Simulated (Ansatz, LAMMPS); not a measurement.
# Relaxing glassy 83P2O5-17Al2O3 (mol %) (80 atoms), part 3 of 3

Wanted: the relaxed structure of glassy 83P2O5-17Al2O3 (mol %) (80 atoms) and its electronic structure.

Ansatz 0.2.0; Kohn-Sham DFT, PBEsol, PAW (set soft_2), plane waves.

The cell: 20 P, 4 Al and 56 O. The quench rate of 6 K/ps is orders of magnitude faster than experiment. The starting topology of bonds comes from the classical model. The Brillouin zone is sampled at Γ only, in a cell whose shortest periodic width is 10 Å.

So far, density (g/cm³): step 5 (distances and neighbours after relaxation) 2.62.

### 6. Single point at the relaxed geometry

One more single point at the end of the walk gives the fuller output and checks the residual forces.

The input, input.yaml:

```yaml
crystal:
  lattice:
    - [10.25444, -0.02546, 0.27515]
    - [-0.02546, 9.85493, 0.03214]
    - [0.27515, 0.03214, 10.1755]
  atoms:
    - { symbol: P, position: [0.41776, 0.94065, 0.88102] }
    - { symbol: P, position: [0.16206, 0.86049, 0.01412] }
    - { symbol: P, position: [0.04436, 0.02449, 0.68903] }
    - { symbol: P, position: [0.73458, 0.68659, 0.21942] }
    - { symbol: P, position: [0.18985, 0.24008, 0.54033] }
    - { symbol: P, position: [0.59683, 0.17395, 0.25742] }
    - { symbol: P, position: [0.32041, 0.1352, 0.2813] }
    - { symbol: P, position: [0.64112, 0.815, 0.47687] }
    - { symbol: P, position: [0.44126, 0.70686, 0.68935] }
    - { symbol: P, position: [0.9753, 0.05029, 0.14756] }
    - { symbol: P, position: [0.9281, 0.77448, 0.55874] }
    - { symbol: P, position: [0.24435, 0.68449, 0.22722] }
    - { symbol: P, position: [0.36188, 0.87386, 0.40779] }
    - { symbol: P, position: [0.95308, 0.35525, 0.10842] }
    - { symbol: P, position: [0.94272, 0.56691, 0.77865] }
    - { symbol: P, position: [0.15263, 0.41298, 0.89031] }
    - { symbol: P, position: [0.79834, 0.41891, 0.57355] }
    - { symbol: P, position: [0.43389, 0.19654, 0.69891] }
    - { symbol: P, position: [0.78414, 0.03328, 0.81926] }
    - { symbol: P, position: [0.66729, 0.42607, 0.08892] }
    - { symbol: Al, position: [0.45119, 0.46949, 0.87115] }
    - { symbol: Al, position: [0.69599, 0.95736, 0.04018] }
    - { symbol: Al, position: [0.69853, 0.12768, 0.5351] }
    - { symbol: Al, position: [0.97562, 0.5689, 0.33525] }
    - { symbol: O, position: [0.27256, 0.75303, 0.36649] }
    - { symbol: O, position: [0.99223, 0.73223, 0.42994] }
    - { symbol: O, position: [0.93291, 0.08439, 0.78319] }
    - { symbol: O, position: [0.13436, 0.75188, 0.92403] }
    - { symbol: O, position: [0.13792, 0.58142, 0.26435] }
    - { symbol: O, position: [0.36188, 0.64232, 0.15003] }
    - { symbol: O, position: [0.23099, 0.16843, 0.40595] }
    - { symbol: O, position: [0.34339, 0.97667, 0.28394] }
    - { symbol: O, position: [0.88538, 0.49204, 0.46737] }
    - { symbol: O, position: [0.97075, 0.20395, 0.07892] }
    - { symbol: O, position: [0.03322, 0.05377, 0.27549] }
    - { symbol: O, position: [0.56338, 0.77717, 0.61052] }
    - { symbol: O, position: [0.34308, 0.64846, 0.60807] }
    - { symbol: O, position: [0.8849, 0.44418, 0.7043] }
    - { symbol: O, position: [0.07054, 0.14775, 0.58865] }
    - { symbol: O, position: [0.08999, 0.52033, 0.79554] }
    - { symbol: O, position: [0.87828, 0.65577, 0.21264] }
    - { symbol: O, position: [0.7888, 0.89415, 0.88572] }
    - { symbol: O, position: [0.5372, 0.91947, 0.95333] }
    - { symbol: O, position: [0.45715, 0.19351, 0.32905] }
    - { symbol: O, position: [0.80918, 0.26309, 0.56436] }
    - { symbol: O, position: [0.7214, 0.03622, 0.68812] }
    - { symbol: O, position: [0.69508, 0.70285, 0.37117] }
    - { symbol: O, position: [0.45826, 0.32517, 0.77185] }
    - { symbol: O, position: [0.2972, 0.94328, 0.98124] }
    - { symbol: O, position: [0.97707, 0.68723, 0.67508] }
    - { symbol: O, position: [0.05637, 0.43638, 0.02344] }
    - { symbol: O, position: [0.86752, 0.60805, 0.89698] }
    - { symbol: O, position: [0.69396, 0.19572, 0.35949] }
    - { symbol: O, position: [0.72319, 0.12297, 0.92793] }
    - { symbol: O, position: [0.77959, 0.77256, 0.5685] }
    - { symbol: O, position: [0.41956, 0.08391, 0.81068] }
    - { symbol: O, position: [0.59578, 0.05343, 0.16985] }
    - { symbol: O, position: [0.60108, 0.30556, 0.16332] }
    - { symbol: O, position: [0.95227, 0.39786, 0.24763] }
    - { symbol: O, position: [0.06493, 0.98355, 0.02985] }
    - { symbol: O, position: [0.50065, 0.62075, 0.79588] }
    - { symbol: O, position: [0.32622, 0.9388, 0.53297] }
    - { symbol: O, position: [0.28291, 0.18902, 0.15541] }
    - { symbol: O, position: [0.15548, 0.97028, 0.7535] }
    - { symbol: O, position: [0.8403, 0.9947, 0.13543] }
    - { symbol: O, position: [0.66217, 0.54246, 0.19198] }
    - { symbol: O, position: [0.97326, 0.92436, 0.59015] }
    - { symbol: O, position: [0.50413, 0.82039, 0.38638] }
    - { symbol: O, position: [0.5885, 0.45443, 0.97331] }
    - { symbol: O, position: [0.53236, 0.16537, 0.59042] }
    - { symbol: O, position: [0.66509, 0.4733, 0.59377] }
    - { symbol: O, position: [0.1463, 0.27229, 0.84631] }
    - { symbol: O, position: [0.17276, 0.81442, 0.16231] }
    - { symbol: O, position: [0.16233, 0.38378, 0.52803] }
    - { symbol: O, position: [0.28427, 0.47338, 0.92463] }
    - { symbol: O, position: [0.81188, 0.38788, 0.04904] }
    - { symbol: O, position: [0.68216, 0.96127, 0.45332] }
    - { symbol: O, position: [0.38876, 0.8375, 0.77313] }
    - { symbol: O, position: [0.68121, 0.78991, 0.13088] }
    - { symbol: O, position: [0.29854, 0.19915, 0.63708] }
kpoints:
  mp_grid: { grid: [1, 1, 1] }
hamiltonian:
  xc: pbesol
scf:
  occupations: { method: fermi_dirac, width: 0.05 }
output:
  forces: true
  stress: true
  populations: intrinsic
  dos:
    method: { smearing: { sigma: 0.08 } }
    de: 0.1
    projected: { site_lists: { Al: [Al], O: [O], P: [P] } }
  eigenvalues: true
  write_density: true
  write_potential: true
  volumetric_format: npy
  elf: true
```

Launch:

```console
ansatz run input.yaml --threads 4 --pin off --max-ram 8192MiB --backend cpu --events-out ev --progress --plain --runs-dir out
```

Numbers of over 12 decimals in the logs are rounded to 6 here.

What it wrote:

```text
[...]
Crystal: 80 atoms, lattice volume = 1027.540 Å³
Basis set: ecut = 420 eV, 20061 PW (Γ), exchange–correlation on 144×144×144 points (8 copies of the dense FFT grid, shifted against one another)
Bands: 304, of which v1, the nominal top of the filled ones, is band 224 counted from 1 (223 counted from 0)
Symmetry: 1 space group operations
[...]
k-points: 1
[...]
SCF iter   1: F=—  HF=-48338.561082 eV  |F-HF|=—  |Δ(HF+E_count)|=         —  Δρ=1.11e-2  dr2=9.58e-1  ethr=1.77e-3  ⟨swp⟩=7.0  Hψ=1605  notcnv=0  defer=65
[...]
SCF iter  10: F=-48338.320887 eV  HF=-48338.320887 eV  |F-HF|=2.37e-8  |Δ(HF+E_count)|=   3.43e-8  Δρ=1.43e-6  dr2=2.25e-8  ethr=2.23e-11  ⟨swp⟩=24.0  Hψ=3127  notcnv=0
SCF 1 converged in 10 iterations: F = -48338.320887 eV  dr2 = 2.25e-8
[...]
WARN: The input density's exchange-correlation potential varies sharply where the density is thin. Do not read a vacuum level from v_tot or v_xc, or from such a field of the output density. On a cell that repeats whose density bears no net charge and no dipole along the vacuum's axis use v_es (v_loc + v_h of the components); [...]
SCF converged after 10 iterations
Free energy (F): -48338.320887 eV
[...]
Internal energy: -48338.320887 eV  (E = F + TS)
E sigma→0 (E₀):  -48338.320887 eV
Fermi energy:    5.317760 eV
[...]
--- Forces (eV/Å), atoms counted from 1 ---
  atom   1  P      0.00102985     0.00193197     0.00715506
  atom   2  P      0.00602190     0.00278815    -0.00491779
  atom   3  P     -0.01527305    -0.00299013     0.00343627
  atom   4  P      0.00405886    -0.00999992     0.00430545
  atom   5  P     -0.00010697    -0.00116929    -0.00693124
  atom   6  P     -0.00601991     0.00255558    -0.00061731
  atom   7  P      0.00755398     0.00301750    -0.00312576
  atom   8  P      0.00588664     0.00210304    -0.00378265
  atom   9  P     -0.00391734     0.00243544     0.00169946
  atom  10  P     -0.00375371    -0.00048355     0.00100507
  atom  11  P     -0.00064606    -0.00402548    -0.00105336
  atom  12  P      0.00067131     0.00094439    -0.00488603
  atom  13  P      0.00040318    -0.00627651    -0.00698173
  atom  14  P      0.00167999    -0.00105132    -0.00336617
[...]
atom  79  O     -0.00116905     0.01082139    -0.00739840
  atom  80  O     -0.00106331    -0.00522865    -0.00242616
  max |Σ_I F_I| component: 7.40e-5 eV/Å
--- Stress (GPa, compression-positive) ---
        0.022782      -0.004108       0.031792
       -0.004112      -0.028447      -0.010829
        0.031791      -0.010825       0.010072
  P = ⅓ Tr σ = 0.0015 GPa (0.015 kbar)
--- Band table (eV) ---
[...]
--- intrinsic populations: 80 sites ---
  site symbol       q [e]
     0      P      2.7790
     1      P      2.8660
     2      P      2.8593
[...]
79      O      6.8390
  spilling = -0.000000 (of n_electrons = 448.000000)
```

Elapsed: 9.5 s, on 4 threads of Intel Xeon Platinum 8488C (Sapphire Rapids), shared host; peak memory 1.3 GiB.

The program notes that the exchange-correlation potential is rough where the density is thin.

The run gave:

```yaml
free_energy: -48338.3209 eV
free_energy_per_atom: -604.2290 eV/atom
scf_cycles: 10
pressure: 0.001469 GPa
r_m_s_force_component: 0.00382 eV/Å
longest_force: 0.01771 eV/Å
fermi_energy: 5.318 eV
spacing_of_highest_filled_and_lowest_empty_level: 4.102 eV
```

Intrinsic-atomic-orbital charges by element and coordination:

```tsv
element	coordination	atoms	mean charge (e)	spread	least	most
Al	all	4	1.33	0.0655	1.25	1.43
Al	4	1	1.43	0	1.43	1.43
Al	5	2	1.31	7.0e-4	1.31	1.31
Al	6	1	1.25	0	1.25	1.25
O	all	56	-0.867	0.0332	-0.956	-0.816
O	1	11	-0.906	0.0251	-0.956	-0.864
O	2	45	-0.857	0.0273	-0.928	-0.816
P	all	20	2.16	0.0404	2.12	2.25
P	4	19	2.16	0.0414	2.12	2.25
P	5	1	2.16	0	2.16	2.16
```

States in the cell by windows of 1 eV, zero at the Fermi level; the larger projections on atomic orbitals stand beside the total:

```tsv
from (eV)	to (eV)	total	O p	P p	O s
-18	-16	0.0	0.0	0.0	0.0
-16	-15	5.8	3.3	0.7	0.7
-15	-14	6.2	3.7	0.9	0.7
-14	-13	8.3	5.1	1.3	0.8
-13	-12	10.6	6.8	2.0	0.7
-12	-11	11.4	7.7	2.3	0.5
-11	-10	15.6	10.9	2.8	0.6
-10	-9	15.8	11.0	1.9	1.3
-9	-8	18.7	13.9	2.1	1.7
-8	-7	39.9	32.2	3.0	2.9
-7	-6	41.3	35.1	2.3	2.3
-6	-5	50.2	44.7	1.8	1.9
-5	-4	49.4	45.8	1.2	1.0
-4	-3	42.9	40.1	1.4	0.4
-3	-2	19.7	18.7	0.5	0.1
-2	-1	0.4	0.4	0.0	0.0
-1	1	0.0	0.0	0.0	0.0
1	2	0.3	0.0	0.0	0.1
2	3	3.5	0.4	0.5	0.7
3	4	10.2	1.5	2.2	1.9
4	5	25.1	3.9	8.2	3.3
```

The curve was stored every 0.100 eV, coarse against its broadening of 0.08 eV, so these counts are rough.

Between -26 and -18 eV lie 112 more states.

The levels nearest the highest filled one (over half full), pooled over k-points and spins:

```tsv
level less the highest filled one (eV)	occupation
-0.746	2
-0.728	2
-0.673	2
-0.635	2
-0.189	2
0	2
4.10	0
4.98	0
5.19	0
5.70	0
5.73	0
5.90	0
```

Valence density in the bc plane at fractional x = 0.681, with atoms of P and Al and O within 0.2 Å of it. It is the smooth field of the valence electrons, not physical close to the nuclei.

Ten steps, logarithmic in the rise over the least value, from '0' (0.0 e/Å³) to '9' (6.8 e/Å³), each cell a mean:
```
3467642001234431000000012222
3578852100123321000000012332
3467642000011110000000012332
3344321000000000000000012222
3332110000000000000000001112
5543100000000000000000000123
7864200000011110000000000125
8874210000134442100001100125
5654211111357875200112221124
3332222212368986310123332112
3321122212357875210134443333
6421122111234543101234445677
8532333210112211012345446799
7533566420000000135776545799
5335798631000000147997533466
2125899731000000147997421222
0124677521000122235665310000
1223454321111356544554311000
2333333333223589865455542111
3443323445444689865568874212
4443212345544677643479986322
3332111234432454322358975322
1222110123444442100134553211
2334321012345432000011222111
```
Columns run along b (9.9 Å), rows up along c (10.2 Å). Atoms in or near the plane, at fractional coordinates: P at (0.43, 0.09), Al at (0.96, 0.04), Al at (0.13, 0.54), O at (0.70, 0.37), O at (0.20, 0.36), O at (0.54, 0.19), O at (0.47, 0.59), O at (0.96, 0.45), O at (0.79, 0.13).

ELF in the bc plane at fractional x = 0.681, with atoms of P and Al and O within 0.2 Å of it. It is the smooth field of the valence electrons, not physical close to the nuclei.

Values, 13 rows by 16 columns, each cell a mean:
```
0.42 0.80 0.83 0.66 0.08 0.07 0.36 0.56 0.37 0.05 0.00 0.01 0.02 0.10 0.20 0.12
0.32 0.67 0.74 0.59 0.11 0.02 0.16 0.25 0.09 0.01 0.00 0.00 0.05 0.23 0.29 0.20
0.39 0.30 0.15 0.07 0.01 0.00 0.01 0.01 0.00 0.00 0.00 0.00 0.01 0.08 0.11 0.19
0.79 0.74 0.31 0.02 0.01 0.03 0.19 0.31 0.23 0.05 0.00 0.01 0.01 0.01 0.09 0.63
0.76 0.72 0.24 0.07 0.07 0.13 0.61 0.72 0.76 0.38 0.02 0.04 0.07 0.05 0.05 0.50
0.28 0.12 0.02 0.12 0.17 0.14 0.64 0.64 0.78 0.44 0.02 0.12 0.28 0.23 0.21 0.28
0.78 0.22 0.17 0.23 0.10 0.06 0.33 0.54 0.42 0.10 0.14 0.27 0.34 0.27 0.73 0.64
0.68 0.23 0.75 0.76 0.60 0.13 0.03 0.05 0.02 0.27 0.77 0.69 0.72 0.37 0.70 0.71
0.15 0.28 0.72 0.63 0.71 0.21 0.01 0.06 0.10 0.19 0.70 0.68 0.61 0.15 0.20 0.39
0.15 0.25 0.50 0.52 0.25 0.13 0.05 0.47 0.75 0.55 0.39 0.47 0.36 0.18 0.03 0.03
0.51 0.55 0.36 0.26 0.53 0.59 0.31 0.64 0.66 0.73 0.50 0.56 0.71 0.73 0.30 0.14
0.40 0.36 0.12 0.11 0.41 0.49 0.14 0.26 0.65 0.48 0.19 0.65 0.67 0.79 0.49 0.09
0.15 0.36 0.34 0.13 0.05 0.18 0.27 0.38 0.31 0.06 0.03 0.31 0.50 0.39 0.10 0.01
```
Columns run along b (9.9 Å), rows up along c (10.2 Å). Atoms in or near the plane, at fractional coordinates: P at (0.43, 0.09), Al at (0.96, 0.04), Al at (0.13, 0.54), O at (0.70, 0.37), O at (0.20, 0.36), O at (0.54, 0.19), O at (0.47, 0.59), O at (0.96, 0.45), O at (0.79, 0.13).

Mean intrinsic-atomic-orbital charges: Al +1.33, O -0.87, P +2.16 e.

A closer look about O63, which has 1 bonded neighbour where the commonest count for O is 2: 8 atoms, nearest first, numbered in the order of the input, with positions taken from that point.

```tsv
atom	x	y	z	distance (Å)	bonds	intrinsic-atomic-orbital charge (e)
O63	0.00	0.00	0.00	0.00	1	-0.90
P7	0.42	-0.53	1.29	1.46	4	2.15
O32	0.66	-2.09	1.32	2.56	2	-0.85
O44	1.83	0.05	1.81	2.58	2	-0.85
O31	-0.46	-0.19	2.53	2.58	2	-0.85
O49	0.10	-2.43	-1.78	3.01	2	-0.83
O35	-2.52	-1.32	1.15	3.07	1	-0.92
O60	-2.26	-2.02	-1.34	3.32	2	-0.84
```

The column of bonds counts only the pairs O-P within 2.11 Å, O-Al within 2.33 Å; other neighbours, such as metal atoms beside each other in a compound, aren't counted, and periodic images can show an atom twice.

### 7. What came out

| Item | Value |
| --- | --- |
| energy change in the relaxation | -142 meV/atom |
| r.m.s. displacement | 0.526 Å |
| largest displacement | 1.498 Å |
| free energy per atom | -604.2290 eV/atom |
| pressure | 0.001469 GPa |
| r.m.s. force component | 0.00382 eV/Å |
| gap (highest filled to lowest empty level) | 4.102 eV |
| wall time of the 3 DFT runs | 4.6 min |

In words: Relaxation lowers the energy by 142 meV/atom and moves atoms by 0.53 Å r.m.s.; the r.m.s. force component goes from 1.6 to 0.0038 eV/Å, the pressure goes from -0.13 to 0.0015 GPa, and the gap from 1.99 to 4.10 eV. Displacements are taken in the final cell, so they leave out its strain. By the final cutoffs 1 of 99 bonded pairs parted and 3 joined. The cell shrank by 3.1 % in volume. First to last step the energy falls by 11.357 eV, across changes of basis; the largest move, 1.50 Å, is that of O54. The O-P bonds change most in mean length: from 1.540 Å (spread 0.050) to 1.556 Å (spread 0.066). With the cutoffs above, 50 % of Al atoms have 5, 80 % of O atoms have 2 and 95 % of P atoms have 4 bonded neighbours. 80 % of the oxygens bridge two formers (P and Al) and 20 % are non-bridging. Filled and empty levels are parted by 4.10 eV (at Γ alone); a semilocal functional tends to put such gaps too low. In a disordered cell it changes from sample to sample, and tail or defect levels can set it.

What to keep in mind: The network of bonds at the start is that of the classical potential that made the cell; in DFT 1 of its 99 bonded pairs passed out of the cutoffs and 3 came within them.

[Logs are printed without paths, hosts, clocks, repeated set-up lines and the standing remarks that a program may print on its own settings, such as how far it seeks lower states.]

[Hosts, paths, dates, database ids (printed as entryN), source tags and the programs' standing remarks are cut or masked in the printed files.]
